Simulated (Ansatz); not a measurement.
# Ge wire along [111], 26 atoms a period, H-terminated: bands by functional and under strain, part 3 of 3

Wanted: the relaxed geometry and the bands of the Ge wire along [111], 26 atoms a period, H-terminated.

Ansatz 0.2.0; DFT PBE, plane waves, PAW; relaxation of a wire's period; PAW set soft_1 (the session's first sound run).

So far, band gap (eV): step 3 (the perfect wire, PBE) 2.43; step 4 (r2SCAN PBE, cutoff 500 eV, k-mesh 1×1×7) 2.78; step 5 (relaxing the atoms, period over the relaxed period 1.1, k-mesh …, PBE) 1.57.

## 6. At a strained period, period over the relaxed period 1.06

Level of this step: DFT PBE, plane waves, PAW; relaxation at a fixed period; PAW set soft_1 (Ansatz).

The period is set to 1.06 times the relaxed one and the atoms relax within it: strain changes bond lengths and angles, which shifts the bands against each other. Against the first PBE run of this kind, the mesh along the wire has 6 points against 9.

The cell differs from the one that the last finished run ended in (c 10.865 → 10.470 Å).

The input, input.yaml:

```yaml
crystal:
  lattice:
    - [17.493, 0.0, 0.0]
    - [0.0, 16.796, 0.0]
    - [0.0, 0.0, 10.4697699361]
  atoms:
    - { symbol: Ge, position: [0.264489627, 0.509634852, 0.002091222] }
    - { symbol: Ge, position: [0.374236838, 0.70761493, 0.002090247] }
    - { symbol: Ge, position: [0.500009703, 0.500001266, 0.999875824] }
    - { symbol: Ge, position: [0.625782567, 0.70761493, 0.002090247] }
    - { symbol: Ge, position: [0.264489627, 0.490370784, 0.247908778] }
    - { symbol: Ge, position: [0.374236838, 0.292390706, 0.247909753] }
    - { symbol: Ge, position: [0.39025863, 0.717251476, 0.247907122] }
    - { symbol: Ge, position: [0.500009703, 0.50000437, 0.250124176] }
    - { symbol: Ge, position: [0.625782567, 0.292390706, 0.247909753] }
    - { symbol: Ge, position: [0.609760775, 0.717251476, 0.247907122] }
    - { symbol: Ge, position: [0.735529779, 0.490370784, 0.247908778] }
    - { symbol: H, position: [0.19841992, 0.433556117, 0.287358041] }
    - { symbol: H, position: [0.249088512, 0.571002029, 0.317669835] }
    - { symbol: H, position: [0.293960544, 0.261204191, 0.287366274] }
    - { symbol: H, position: [0.315515851, 0.690823441, 0.317677758] }
    - { symbol: H, position: [0.404465228, 0.80525267, 0.287354551] }
    - { symbol: H, position: [0.433586634, 0.238189204, 0.317671367] }
    - { symbol: H, position: [0.566432771, 0.238189204, 0.317671367] }
    - { symbol: H, position: [0.595554177, 0.80525267, 0.287354551] }
    - { symbol: H, position: [0.706058861, 0.261204191, 0.287366274] }
    - { symbol: H, position: [0.684503554, 0.690823441, 0.317677758] }
    - { symbol: H, position: [0.750930893, 0.571002029, 0.317669835] }
    - { symbol: H, position: [0.801599486, 0.433556117, 0.287358041] }
    - { symbol: Ge, position: [0.383557219, 0.429981223, 0.331976276] }
    - { symbol: Ge, position: [0.500009703, 0.640051203, 0.331976377] }
    - { symbol: Ge, position: [0.616462186, 0.429981223, 0.331976276] }
    - { symbol: Ge, position: [0.385653237, 0.431239545, 0.582207884] }
    - { symbol: Ge, position: [0.500009703, 0.63752966, 0.5822091] }
    - { symbol: Ge, position: [0.614366168, 0.431239545, 0.582207884] }
    - { symbol: H, position: [0.313266086, 0.612292831, 0.614288034] }
    - { symbol: H, position: [0.500009703, 0.275421875, 0.61428728] }
    - { symbol: H, position: [0.686753319, 0.612292831, 0.614288034] }
    - { symbol: H, position: [0.313266086, 0.387712805, 0.635711966] }
    - { symbol: H, position: [0.500009703, 0.724583761, 0.63571272] }
    - { symbol: H, position: [0.686753319, 0.387712805, 0.635711966] }
    - { symbol: Ge, position: [0.385653237, 0.568766091, 0.667792116] }
    - { symbol: Ge, position: [0.500009703, 0.362475977, 0.6677909] }
    - { symbol: Ge, position: [0.614366168, 0.568766091, 0.667792116] }
    - { symbol: Ge, position: [0.383557219, 0.570024414, 0.918023724] }
    - { symbol: Ge, position: [0.500009703, 0.359954433, 0.918023623] }
    - { symbol: Ge, position: [0.616462186, 0.570024414, 0.918023724] }
    - { symbol: H, position: [0.19841992, 0.566449519, 0.962641959] }
    - { symbol: H, position: [0.249088512, 0.429003608, 0.932330165] }
    - { symbol: H, position: [0.315515851, 0.309182196, 0.932322242] }
    - { symbol: H, position: [0.293960544, 0.738801445, 0.962633726] }
    - { symbol: H, position: [0.404465228, 0.194752967, 0.962645449] }
    - { symbol: H, position: [0.433586634, 0.761816432, 0.932328633] }
    - { symbol: H, position: [0.566432771, 0.761816432, 0.932328633] }
    - { symbol: H, position: [0.595554177, 0.194752967, 0.962645449] }
    - { symbol: H, position: [0.684503554, 0.309182196, 0.932322242] }
    - { symbol: H, position: [0.706058861, 0.738801445, 0.962633726] }
    - { symbol: H, position: [0.750930893, 0.429003608, 0.932330165] }
    - { symbol: H, position: [0.801599486, 0.566449519, 0.962641959] }
    - { symbol: Ge, position: [0.39025863, 0.28275416, 0.002092878] }
    - { symbol: Ge, position: [0.609760775, 0.28275416, 0.002092878] }
    - { symbol: Ge, position: [0.735529779, 0.509634852, 0.002091222] }
kpoints:
  mp_grid: { grid: [1, 1, 6] }
  band_path: { path: ["Γ", Z], npoints: 90 }
scf:
  occupations: { method: fermi_dirac, width: 0.05 }
hamiltonian:
  xc: pbe
  pseudopotentials: { kind: paw, azcp: { folder: soft_1 } }
relax:
  max_steps: 40
  f_tol: 0.02
output:
  stress: true
```

On the command line:

```
ansatz run input.yaml --threads 16 --pin off --max-ram 61440MiB --backend cuda --events-out ev --progress --plain --runs-dir out --max-vram 78GiB
```

Numbers of over 12 decimals in the logs are rounded to 6 here.

Log:

```text
[...]
Crystal: 56 atoms, lattice volume = 3076.149 Å³
Basis set: ecut = 420 eV, 60141 PW (Γ), exchange–correlation on 240×240×144 points (8 copies of the dense FFT grid, shifted against one another)
Bands: 253, of which v1, the nominal top of the filled ones, is band 197 counted from 1 (196 counted from 0)
Symmetry: 4 space group operations
[...]
k-points: 4 of 6
[...]
- { symbol: H, position: [0.595757, 0.802565, 0.274315] }
[...]
- { symbol: Ge, position: [0.614594, 0.568901, 0.916203] }
[...]
- { symbol: H, position: [0.685074, 0.310889, 0.945288] }
    - { symbol: H, position: [0.703723, 0.737642, 0.975672] }
    - { symbol: H, position: [0.749796, 0.427636, 0.945294] }
    - { symbol: H, position: [0.799466, 0.564923, 0.975681] }
    - { symbol: Ge, position: [0.391502, 0.286611, 0.00761592] }
    - { symbol: Ge, position: [0.608517, 0.286611, 0.00761592] }
    - { symbol: Ge, position: [0.731701, 0.508829, 0.00761391] }
[key lines of the parts left out:]
SCF converged after 2 iterations
```

The job ended after 21 s (1 × NVIDIA GB200 with 16 threads of Arm Neoverse V2, shared host; peak memory 2.2 GiB; 3.5 min of CPU time).

Relaxation path:

```csv
step,energy less that of the first step (eV),largest force component (eV/Å)
1,0.0000,0.4272
2,-0.4212,0.5349
3,-0.5760,0.1398
4,-0.5893,0.0164
5,-0.5893,0.0164
```

The run keeps the 4 symmetry operations that it works with, so distortions that break them were not tested.

The atoms that moved most (Å):

```
atom      dx      dy      dz  length
 H32   0.001   0.001   0.155   0.155
 H35   0.001  -0.001  -0.155   0.155
 H30  -0.001   0.001   0.155   0.155
 H33  -0.001  -0.001  -0.155   0.155
 H34   0.000   0.002  -0.155   0.155
 H31   0.000  -0.002   0.155   0.155
 H19   0.004  -0.045  -0.137   0.144
 H16  -0.004  -0.045  -0.137   0.144
```

This step gave:

```yaml
band_gap: 1.961 eV
```

The gap is 1.96 eV, against 2.43 eV under PBE at the relaxed period.

## 7. What came out

- cell length, PBE: 9.877 Å
- gap, PBE: 2.43 eV
- gap, r2SCAN: 2.78 eV
- gap, period scaled by 1.1: 1.57 eV
- gap, period scaled by 1.06: 1.96 eV

In words: Under PBE the cell's length is 9.88 Å, and a gap of 2.43 eV makes it a semiconductor. At the relaxed period the wire is gapped under every functional, from 2.43 eV (PBE) to 2.78 eV (r2SCAN). Weak screening in one dimension makes quasiparticle gaps larger than the semilocal gaps, as a rule. Strain matters: under PBE the gap goes from 2.43 eV to 1.96 eV at 1.06 times the period and 1.57 eV at 1.1 times the period.

[Logs are printed without paths, hosts, clocks, repeated set-up lines and the standing remarks that a program may print on its own settings, such as how far it seeks lower states.]

[Hosts, paths, dates, database ids (printed as entryN), source tags and the programs' standing remarks are cut or masked in the printed files.]
